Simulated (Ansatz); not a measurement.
# O on Rh(111): change of the work function, part 2 of 4

Aim: the work function of Rh(111) at several coverages of O (fcc site), and the dipole that each adsorbate carries.

Ansatz 0.2.0; plane-wave DFT, PBE, Ansatz PAW.

So far, work function, upper face (eV): step 2 (the clean slab) 5.17.

## Step 3: Adsorbate added, k-mesh 4×4×1, coverage 0.111 ML

System of this step: Rh36O (O/Rh(111)). The cell holds 37 atoms: 36 Rh and 1 O. Its edges and angles: a = 8.061 Å, b = 8.061 Å, c = 26.051 Å, α = 90.0°, β = 90.0°, γ = 60.0°. Vacuum lies along c.

The clean slab as it ended is repeated in the plane and the adsorbate is set on one face; the cell's size fixes the coverage, and the k-mesh shrinks with it to keep the sampling density about even. Adsorbate and upper layers relax, since the dipole depends on the height.

Input file input.yaml:

```yaml
crystal:
  lattice:
    - [8.0610173054, -1.0e-10, 0.0]
    - [4.0305086528, 6.9810457668, 0.0]
    - [0.0, 0.0, 26.051379776]
  atoms:
    - { symbol: Rh, position: [0.0, 0.0, 0.345471145] }
    - { symbol: Rh, position: [0.1111111111, 0.1111111111, 0.4296866852] }
    - { symbol: Rh, position: [0.2222222222, 0.2222222222, 0.5137573573] }
    - { symbol: Rh, position: [0.0, 0.0, 0.5978113478] }
    - { symbol: Rh, position: [0.0, 0.3333333333, 0.345471145] }
    - { symbol: Rh, position: [0.1111111111, 0.4444444444, 0.4296866852] }
    - { symbol: Rh, position: [0.2222222222, 0.5555555556, 0.5137573573] }
    - { symbol: Rh, position: [0.0, 0.3333333333, 0.5978113478] }
    - { symbol: Rh, position: [0.0, 0.6666666667, 0.345471145] }
    - { symbol: Rh, position: [0.1111111111, 0.7777777778, 0.4296866852] }
    - { symbol: Rh, position: [0.2222222222, 0.8888888889, 0.5137573573] }
    - { symbol: Rh, position: [0.0, 0.6666666667, 0.5978113478] }
    - { symbol: Rh, position: [0.3333333333, 0.0, 0.345471145] }
    - { symbol: Rh, position: [0.4444444444, 0.1111111111, 0.4296866852] }
    - { symbol: Rh, position: [0.5555555556, 0.2222222222, 0.5137573573] }
    - { symbol: Rh, position: [0.3333333333, 0.0, 0.5978113478] }
    - { symbol: Rh, position: [0.3333333333, 0.3333333333, 0.345471145] }
    - { symbol: Rh, position: [0.4444444444, 0.4444444444, 0.4296866852] }
    - { symbol: Rh, position: [0.5555555556, 0.5555555556, 0.5137573573] }
    - { symbol: Rh, position: [0.3333333333, 0.3333333333, 0.5978113478] }
    - { symbol: Rh, position: [0.3333333333, 0.6666666667, 0.345471145] }
    - { symbol: Rh, position: [0.4444444444, 0.7777777778, 0.4296866852] }
    - { symbol: Rh, position: [0.5555555556, 0.8888888889, 0.5137573573] }
    - { symbol: Rh, position: [0.3333333333, 0.6666666667, 0.5978113478] }
    - { symbol: Rh, position: [0.6666666667, 0.0, 0.345471145] }
    - { symbol: Rh, position: [0.7777777778, 0.1111111111, 0.4296866852] }
    - { symbol: Rh, position: [0.8888888889, 0.2222222222, 0.5137573573] }
    - { symbol: Rh, position: [0.6666666667, 0.0, 0.5978113478] }
    - { symbol: Rh, position: [0.6666666667, 0.3333333333, 0.345471145] }
    - { symbol: Rh, position: [0.7777777778, 0.4444444444, 0.4296866852] }
    - { symbol: Rh, position: [0.8888888889, 0.5555555556, 0.5137573573] }
    - { symbol: Rh, position: [0.6666666667, 0.3333333333, 0.5978113478] }
    - { symbol: Rh, position: [0.6666666667, 0.6666666667, 0.345471145] }
    - { symbol: Rh, position: [0.7777777778, 0.7777777778, 0.4296866852] }
    - { symbol: Rh, position: [0.8888888889, 0.8888888889, 0.5137573573] }
    - { symbol: Rh, position: [0.6666666667, 0.6666666667, 0.5978113478] }
    - { symbol: O, position: [0.1111111111, 0.1111111111, 0.654528855] }
kpoints:
  mp_grid: { grid: [4, 4, 1] }
hamiltonian:
  xc: pbe
scf:
  occupations: { method: fermi_dirac, width: 0.1 }
  convergence: { dr2_threshold: 1.0e-08 }
efield:
  axis: 3
  dipole_correction: true
  ramp_position: 0.97
  ramp_width: 0.06
relax:
  f_tol: 0.02
  max_steps: 60
  constraints:
    - { sites: [0, 1, 4, 5, 8, 9, 12, 13, 16, 17, 20, 21, 24, 25, 28, 29, 32, 33] }
output:
  write_potential: true
  write_density: true
  volumetric_format: npy
```

Launch:

```bash
ansatz run input.yaml --threads 4 --pin off --max-ram 16384MiB --backend cpu --events-out ev --progress --plain --runs-dir out
```

Numbers of over 12 decimals in the logs are rounded to 6 here.

Output:

```text
[...]
Crystal: 37 atoms, lattice volume = 1466.024 Å³
Basis set: ecut = 420 eV, 28785 PW (Γ), exchange–correlation on 108×108×360 points (8 copies of the dense FFT grid, shifted against one another)
Bands: 371, of which v1, the nominal top of the filled ones, is band 309 counted from 1 (308 counted from 0)
Symmetry: 6 space group operations
[...]
k-points: 4 of 16 (time reversal used)
[...]
SCF iter   1: F=—  HF=-231057.069362 eV  |F-HF|=—  |Δ(HF+E_count)|=         —  Δρ=4.44e-3  dr2=1.99e0  ethr=1.77e-3  p=-0.120 e·Å  D=-1.48e-2 V/Å  ΔV_dip=0.38 eV  dr2_dipole=6.63e-1  V_vac-E_F(+/−)=5.41/5.02 eV  ⟨swp⟩=7.8  Hψ=6546  notcnv=0  defer=33
[...]
SCF iter  10: F=-231057.059847 eV  HF=-231057.059847 eV  |F-HF|=5.98e-8  |Δ(HF+E_count)|=   5.29e-8  Δρ=3.72e-7  dr2=4.63e-9  ethr=1.62e-12  p=-0.129 e·Å  D=-1.59e-2 V/Å  ΔV_dip=0.41 eV  dr2_dipole=3.88e-12  V_vac-E_F(+/−)=5.58/5.16 eV  ⟨swp⟩=9.8  Hψ=10310  notcnv=0
SCF 1 converged in 10 iterations: F = -231057.059847 eV  dr2 = 4.63e-9
[...]
relax step   1: F+E_penalty+E_count = -231057.05984661 eV  Δ(F+E_penalty+E_count) = +0.000e0 eV  max|allowed force component| = 2.245e0 eV/Å  Δτ_max = 0.0000 Å  (10 SCF iters, accepted)
[...]
SCF iter  10: F=-231057.349715 eV  HF=-231057.349715 eV  |F-HF|=3.38e-8  |Δ(HF+E_count)|=   9.54e-8  Δρ=3.46e-7  dr2=3.10e-9  ethr=1.62e-12  p=-0.099 e·Å  D=-1.22e-2 V/Å  ΔV_dip=0.32 eV  dr2_dipole=2.02e-10  V_vac-E_F(+/−)=5.48/5.16 eV  ⟨swp⟩=9.2  Hψ=9738  notcnv=0
SCF 2 converged in 10 iterations: F = -231057.349715 eV  dr2 = 3.10e-9
[...]
relax step   2: F+E_penalty+E_count = -231057.34971496 eV  Δ(F+E_penalty+E_count) = -2.899e-1 eV  max|allowed force component| = 1.126e0 eV/Å  Δτ_max = 0.0793 Å  (10 SCF iters, accepted)
SCF iter   1: F=—  HF=-231057.414454 eV  |F-HF|=—  |Δ(HF+E_count)|=         —  Δρ=2.91e-3  dr2=7.76e-2  ethr=9.41e-5  p=-0.099 e·Å  D=-1.22e-2 V/Å  ΔV_dip=0.32 eV  dr2_dipole=1.28e-2  V_vac-E_F(+/−)=5.48/5.16 eV  ⟨swp⟩=4.0  Hψ=3675  notcnv=0  defer=72
[...]
SCF iter   9: F=-231057.403853 eV  HF=-231057.403852 eV  |F-HF|=1.28e-7  |Δ(HF+E_count)|=   2.31e-7  Δρ=6.22e-7  dr2=6.58e-9  ethr=1.62e-12  p=-0.069 e·Å  D=-8.51e-3 V/Å  ΔV_dip=0.22 eV  dr2_dipole=2.22e-11  V_vac-E_F(+/−)=5.38/5.16 eV  ⟨swp⟩=8.0  Hψ=10610  notcnv=0
SCF 3 converged in 9 iterations: F = -231057.403853 eV  dr2 = 6.58e-9
[...]
relax step   3: F+E_penalty+E_count = -231057.40385255 eV  Δ(F+E_penalty+E_count) = -5.414e-2 eV  max|allowed force component| = 3.237e-1 eV/Å  Δτ_max = 0.1008 Å  (9 SCF iters, accepted)
[...]
relax step   4: F+E_penalty+E_count = -231057.40966994 eV  Δ(F+E_penalty+E_count) = -5.817e-3 eV  max|allowed force component| = 2.433e-2 eV/Å  Δτ_max = 0.0268 Å  (8 SCF iters, accepted)
SCF iter   1: F=—  HF=-231057.408378 eV  |F-HF|=—  |Δ(HF+E_count)|=         —  Δρ=3.75e-4  dr2=2.08e-3  ethr=2.27e-6  p=-0.075 e·Å  D=-9.21e-3 V/Å  ΔV_dip=0.24 eV  dr2_dipole=4.64e-4  V_vac-E_F(+/−)=5.40/5.16 eV  ⟨swp⟩=2.0  Hψ=2553  notcnv=0  defer=68
[...]
SCF iter   8: F=-231057.409947 eV  HF=-231057.409947 eV  |F-HF|=2.47e-8  |Δ(HF+E_count)|=   1.14e-7  Δρ=2.55e-7  dr2=1.46e-9  ethr=1.62e-12  p=-0.074 e·Å  D=-9.15e-3 V/Å  ΔV_dip=0.24 eV  dr2_dipole=2.47e-11  V_vac-E_F(+/−)=5.40/5.16 eV  ⟨swp⟩=9.0  Hψ=9618  notcnv=0
SCF 5 converged in 8 iterations: F = -231057.409947 eV  dr2 = 1.46e-9
relax step   5: F+E_penalty+E_count = -231057.40994659 eV  Δ(F+E_penalty+E_count) = -2.766e-4 eV  max|allowed force component| = 3.942e-3 eV/Å  Δτ_max = 0.0062 Å  (8 SCF iters, accepted)
NSCF: frozen V_eff on 4 k-points
[...]
SCF converged after 8 iterations
Free energy (F): -231057.409947 eV
[...]
Internal energy: -231055.494246 eV  (E = F + TS)
E sigma→0 (E₀):  -231056.452096 eV
Entropy (-TS):   -1.915700 eV (-51.776 meV/atom)
Fermi energy:    4.136966 eV
Dipole field:    D = -0.009157 V/Å  (p = -0.074191 e·Å, saw-weighted, corrected)
Work function:   Φ+ = 5.3995 eV   Φ− = 5.1609 eV
[...]
--- Forces (eV/Å), atoms counted from 1 ---
  atom   1  Rh     0.03761979     0.02171980     0.02776438
  atom   2  Rh     0.00000000     0.00000000    -0.08208793
  atom   3  Rh     0.00074323     0.00042910    -0.00086037
  atom   4  Rh     0.00146652     0.00084669     0.00394191
  atom   5  Rh    -0.00000000    -0.04343959     0.02776438
  atom   6  Rh    -0.05943932     0.05665902     0.05012211
  atom   7  Rh    -0.00037669     0.00021748    -0.00033277
  atom   8  Rh    -0.00000000    -0.00169339     0.00394191
  atom   9  Rh     0.02978978    -0.01719914     0.09142784
  atom  10  Rh    -0.07878781     0.02314645     0.05012211
  atom  11  Rh    -0.00000000    -0.00085821    -0.00086037
  atom  12  Rh     0.00199029    -0.00114910     0.00197024
  atom  13  Rh    -0.03761979     0.02171980     0.02776438
  atom  14  Rh     0.01934849    -0.07980547     0.05012211
  atom  15  Rh    -0.00000000    -0.00043496    -0.00033277
  atom  16  Rh    -0.00146652     0.00084669     0.00394191
  atom  17  Rh     0.01606917     0.00927754     0.00719817
  atom  18  Rh     0.00000000     0.00000000    -0.07444068
  atom  19  Rh     0.00037669     0.00021748    -0.00033277
  atom  20  Rh    -0.00225752    -0.00130338     0.00166839
  atom  21  Rh    -0.00000000    -0.01855508     0.00719817
  atom  22  Rh     0.07878781     0.02314645     0.05012211
  atom  23  Rh     0.00081834    -0.00047247    -0.00277458
  atom  24  Rh     0.00000000     0.00260676     0.00166839
  atom  25  Rh     0.00000000     0.03439827     0.09142784
  atom  26  Rh    -0.01934849    -0.07980547     0.05012211
  atom  27  Rh    -0.00074323     0.00042910    -0.00086037
  atom  28  Rh     0.00000000     0.00229819     0.00197024
  atom  29  Rh    -0.01606917     0.00927754     0.00719817
  atom  30  Rh     0.05943932     0.05665902     0.05012211
  atom  31  Rh     0.00000000     0.00094493    -0.00277458
  atom  32  Rh     0.00225752    -0.00130338     0.00166839
  atom  33  Rh    -0.02978978    -0.01719914     0.09142784
  atom  34  Rh     0.00000000     0.00000000    -0.53537627
  atom  35  Rh    -0.00081834    -0.00047247    -0.00277458
  atom  36  Rh    -0.00199029    -0.00114910     0.00197024
  atom  37  O     -0.00000000    -0.00000000     0.00115844
  max |Σ_I F_I| component: 4.16e-6 eV/Å
--- Band table (eV) ---
  k-point 0: bands = [... 305 lower, 4.0100, 4.0222, 4.0784, 4.0784, 4.0972, 4.0972, 4.1151, 4.1336, ... 58 higher]
  k-point 1: bands = [... 305 lower, 4.0101, 4.0524, 4.1027, 4.1094, 4.1476, 4.1922, 4.2081, 4.2377, ... 58 higher]
  k-point 2: bands = [... 305 lower, 4.0036, 4.0633, 4.1053, 4.1703, 4.1955, 4.2834, 4.2837, 4.3021, ... 58 higher]
  k-point 3: bands = [... 305 lower, 3.9781, 4.1181, 4.1412, 4.2065, 4.2401, 4.2713, 4.3070, 4.3366, ... 58 higher]
--- Relaxed structure (5 steps of the walk, 5 accepted, 0 SCFs on fresh bases) ---
  F+E_penalty+E_count = -231057.40994659 eV   max|allowed force component| = 3.942e-3 eV/Å
  atoms:
    - { symbol: Rh, position: [1.1111113280699722e-11, 1.1111113280699718e-11, 0.345471145] }
    - { symbol: Rh, position: [0.111111, 0.111111, 0.4296866852] }
    - { symbol: Rh, position: [0.221963, 0.221963, 0.513430] }
    - { symbol: Rh, position: [-0.00152404, -0.00152404, 0.600953] }
    - { symbol: Rh, position: [1.1111112030448567e-11, 0.333333, 0.345471145] }
    - { symbol: Rh, position: [0.111111, 0.444444, 0.4296866852] }
    - { symbol: Rh, position: [0.221705, 0.555814, 0.513561] }
    - { symbol: Rh, position: [-0.00152404, 0.336381, 0.600953] }
    - { symbol: Rh, position: [-2.2222224060897133e-11, 0.666667, 0.345471145] }
    - { symbol: Rh, position: [0.111111, 0.777778, 0.4296866852] }
    - { symbol: Rh, position: [0.221963, 0.889408, 0.513430] }
    - { symbol: Rh, position: [0.000543038, 0.666395, 0.597528] }
    - { symbol: Rh, position: [0.333333, 1.1111113280699718e-11, 0.345471145] }
    - { symbol: Rh, position: [0.444444, 0.111111, 0.4296866852] }
    - { symbol: Rh, position: [0.555814, 0.221705, 0.513561] }
    - { symbol: Rh, position: [0.336381, -0.00152404, 0.600953] }
    - { symbol: Rh, position: [0.333333, 0.333333, 0.345471145] }
    - { symbol: Rh, position: [0.444444, 0.444444, 0.4296866852] }
    - { symbol: Rh, position: [0.555814, 0.555814, 0.513561] }
    - { symbol: Rh, position: [0.336144, 0.336144, 0.597455] }
    - { symbol: Rh, position: [0.333333, 0.666667, 0.345471145] }
    - { symbol: Rh, position: [0.444444, 0.777778, 0.4296866852] }
    - { symbol: Rh, position: [0.554533, 0.889400, 0.514429] }
    - { symbol: Rh, position: [0.336144, 0.661046, 0.597455] }
    - { symbol: Rh, position: [0.666667, -2.2222204306928896e-11, 0.345471145] }
    - { symbol: Rh, position: [0.777778, 0.111111, 0.4296866852] }
    - { symbol: Rh, position: [0.889408, 0.221963, 0.513430] }
    - { symbol: Rh, position: [0.666395, 0.000543038, 0.597528] }
    - { symbol: Rh, position: [0.666667, 0.333333, 0.345471145] }
    - { symbol: Rh, position: [0.777778, 0.444444, 0.4296866852] }
    - { symbol: Rh, position: [0.889400, 0.554533, 0.514429] }
    - { symbol: Rh, position: [0.661046, 0.336144, 0.597455] }
    - { symbol: Rh, position: [0.666667, 0.666667, 0.345471145] }
    - { symbol: Rh, position: [0.777778, 0.777778, 0.4296866852] }
    - { symbol: Rh, position: [0.889400, 0.889400, 0.514429] }
    - { symbol: Rh, position: [0.666395, 0.666395, 0.597528] }
    - { symbol: O, position: [0.111111, 0.111111, 0.648406] }
```

Elapsed: 7.5 min, on 4 threads of Intel Xeon Platinum 8259CL at 2.50GHz (Skylake/Cascade Lake), shared host; peak memory 9.3 GiB.

This run has no spin polarisation, although Rh can carry a moment.

The steps of the relaxation:

```
step  energy less that of the first step (eV)  largest force component (eV/Å)
   1                                   0.0000                          2.2451
   2                                  -0.2899                          1.1263
   3                                  -0.3440                          0.3237
   4                                  -0.3498                          0.0243
   5                                  -0.3501                          0.0039
```

Forces are held to the 6 operations that the run works with; a distortion that breaks them can't arise in this run.

The atoms that moved most (Å):

```csv
atom,dx,dy,dz,length
O37,0.000,0.000,-0.160,0.160
Rh16,0.018,-0.011,0.082,0.085
Rh4,-0.018,-0.011,0.082,0.085
Rh8,0.000,0.021,0.082,0.085
Rh24,0.000,-0.039,-0.009,0.040
Rh20,0.034,0.020,-0.009,0.040
Rh32,-0.034,0.020,-0.009,0.040
Rh31,0.000,-0.007,0.017,0.019
```

Final coordinates:

```xyz
37
Lattice="8.0610 0.0000 0.0000 4.0305 6.9810 0.0000 0.0000 0.0000 26.0514" Properties=species:S:1:pos:R:3
Rh    0.0000    0.0000    9.0000
Rh    1.3435    0.7757   11.1939
Rh    2.6839    1.5495   13.3756
Rh   -0.0184   -0.0106   15.6557
Rh    1.3435    2.3270    9.0000
Rh    2.6870    3.1027   11.1939
Rh    4.0274    3.8802   13.3790
Rh    1.3435    2.3483   15.6557
Rh    2.6870    4.6540    9.0000
Rh    4.0305    5.4297   11.1939
Rh    5.3740    6.2090   13.3756
Rh    2.6903    4.6521   15.5664
Rh    2.6870    0.0000    9.0000
Rh    4.0305    0.7757   11.1939
Rh    5.3740    1.5477   13.3790
Rh    2.7054   -0.0106   15.6557
Rh    4.0305    2.3270    9.0000
Rh    5.3740    3.1027   11.1939
Rh    6.7206    3.8802   13.3790
Rh    4.0645    2.3466   15.5645
Rh    5.3740    4.6540    9.0000
Rh    6.7175    5.4297   11.1939
Rh    8.0548    6.2089   13.4016
Rh    5.3740    4.6148   15.5645
Rh    5.3740    0.0000    9.0000
Rh    6.7175    0.7757   11.1939
Rh    8.0642    1.5495   13.3756
Rh    5.3740    0.0038   15.5664
Rh    6.7175    2.3270    9.0000
Rh    8.0610    3.1027   11.1939
Rh    9.4045    3.8712   13.4016
Rh    6.6835    2.3466   15.5645
Rh    8.0610    4.6540    9.0000
Rh    9.4045    5.4297   11.1939
Rh   10.7542    6.2089   13.4016
Rh    8.0577    4.6521   15.5664
O     1.3435    0.7757   16.8919
```

This step gave:

```
energy at zero smearing        : -231056.4521 eV
work function, upper face      : 5.399 eV
work function, lower face      : 5.161 eV
dipole along the normal        : -0.07419 e·Å
step between the vacuum levels : 0.2386 eV
```

Running mean over 2.194 Å of the planar mean; the ramp of the sawtooth is left out. The electron's electrostatic potential energy less the Fermi level by z:

```
z (Å)  electron's electrostatic potential energy less the Fermi level (eV)
  3.5                                                                 5.16
  4.0                                                                 5.16
  4.5                                                                 5.16
  5.0                                                                 5.16
  5.5                                                                 5.14
  6.0                                                                 5.09
  6.5                                                                 4.90
  7.0                                                                 4.15
  7.5                                                                0.971
  8.0                                                                -5.57
  8.5                                                                -11.0
  9.0                                                                -12.7
  9.5                                                                -13.0
 10.0                                                                -13.1
 10.5                                                                -13.1
 11.0                                                                -13.2
 11.5                                                                -13.3
 12.0                                                                -13.3
 12.5                                                                -13.3
 13.0                                                                -13.3
 13.5                                                                -13.2
 14.0                                                                -13.0
 14.5                                                                -12.9
 15.0                                                                -12.9
 15.5                                                                -13.0
 16.0                                                                -12.0
 16.5                                                                -7.39
 17.0                                                               -0.580
 17.5                                                                 3.50
 18.0                                                                 4.77
 18.5                                                                 5.26
 19.0                                                                 5.37
 19.5                                                                 5.39
 20.0                                                                 5.40
 20.5                                                                 5.40
 21.0                                                                 5.40
 21.5                                                                 5.40
 22.0                                                                 5.40
 22.5                                                                 5.40
 23.0                                                                 5.40
```

The relaxation took 5 steps and lowered the energy by 0.35 eV; the largest force on the free atoms ends at 0.0039 eV/Å.

The covered face has 5.40 eV, +0.23 eV against the clean one; the bare back face has moved by -0.01 eV, a measure of how thin the slab is.

[end of part 2 of 4]

[Logs are printed without paths, hosts, clocks, repeated set-up lines and the standing remarks that a program may print on its own settings, such as how far it seeks lower states.]

[Hosts, paths, dates, database ids (printed as entryN), source tags and the programs' standing remarks are cut or masked in the printed files.]

[Maps of the electrostatic potential energy from Ansatz leave out the sawtooth potential of an applied field or a dipole correction, so their vacuum need not be flat; planar profiles and work functions include it.]
